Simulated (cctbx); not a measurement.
**Resonant diffraction in ScGaS3**

Space group P6_3/mmc (no. 194), a = 4.0940 Å, b = 4.0940 Å, c = 14.3420 Å, α = 90.00°, β = 90.00°, γ = 120.00°.

```csv
atom,mult.,x,y,z,Ueq (Å²)
Ga1,2,1/3,2/3,1/4,0.0061
Sc1,2,0,0,0,0.0071
S1,4,1/3,2/3,0.0804,0.0054
S2,2,0,0,1/4,0.0078
```

The model is made up (kin elements in a known structure type, no relaxation), so it says nothing on whether the phase exists.

Calculated with cctbx: free-atom f′ and f″ from the Sasaki tables, no fine structure; amplitudes in electrons.

| E (eV) | F 1 1 4 | F 1 0 0 | F 1 0 4 | F 1 1 2 |
| --- | --- | --- | --- | --- |
| 9767 | 65.4 | 9.9 | 40.5 | 11.4 |
| 10117 | 63.8 | 10.7 | 41.3 | 9.7 |
| 10247 | 62.4 | 11.4 | 42.0 | 8.4 |
| 10307 | 61.0 | 12.0 | 42.6 | 7.0 |
| 10337 | 59.7 | 12.7 | 43.3 | 5.6 |
| 10352 | 58.3 | 13.4 | 44.0 | 4.3 |
| 10359 | 57.1 | 14.1 | 44.6 | 3.1 |
| 10363 | 55.8 | 14.7 | 45.3 | 2.0 |
| 10371 | 55.8 | 15.2 | 45.6 | 5.7 |
| 10375 | 57.4 | 14.3 | 44.8 | 6.2 |
| 10382 | 58.8 | 13.6 | 44.0 | 6.9 |
| 10397 | 60.3 | 12.8 | 43.3 | 7.9 |
| 10427 | 61.8 | 12.0 | 42.5 | 9.0 |
| 10517 | 63.8 | 11.0 | 41.5 | 10.6 |
| 10767 | 65.9 | 9.9 | 40.3 | 12.5 |

**Question.** Which edge is crossed, and why do the reflections move as they do?

The K edge of Ga. The edge is at 10367 eV. f′ of Ga falls from -4.1 e at 10247 eV to -7.5 e at 4 eV below it, and f″ steps from 0.49 to 3.89 e across it. Over that approach |F| changes by -11 % (1 1 4), +29 % (1 0 0), +8 % (1 0 4) and -76 % (1 1 2): a reflection falls where Ga scatters in phase with the total and rises where it scatters against it; it hardly moves where the Ga term is small or cancels by symmetry. Above the edge the larger f″ enters the imaginary part, where it can add to or cancel the other atoms' f″. The structure is centrosymmetric, so Friedel mates stay equal.

[Logs are printed without paths, hosts, clocks, repeated set-up lines and the standing remarks that a program may print on its own settings, such as how far it seeks lower states.]
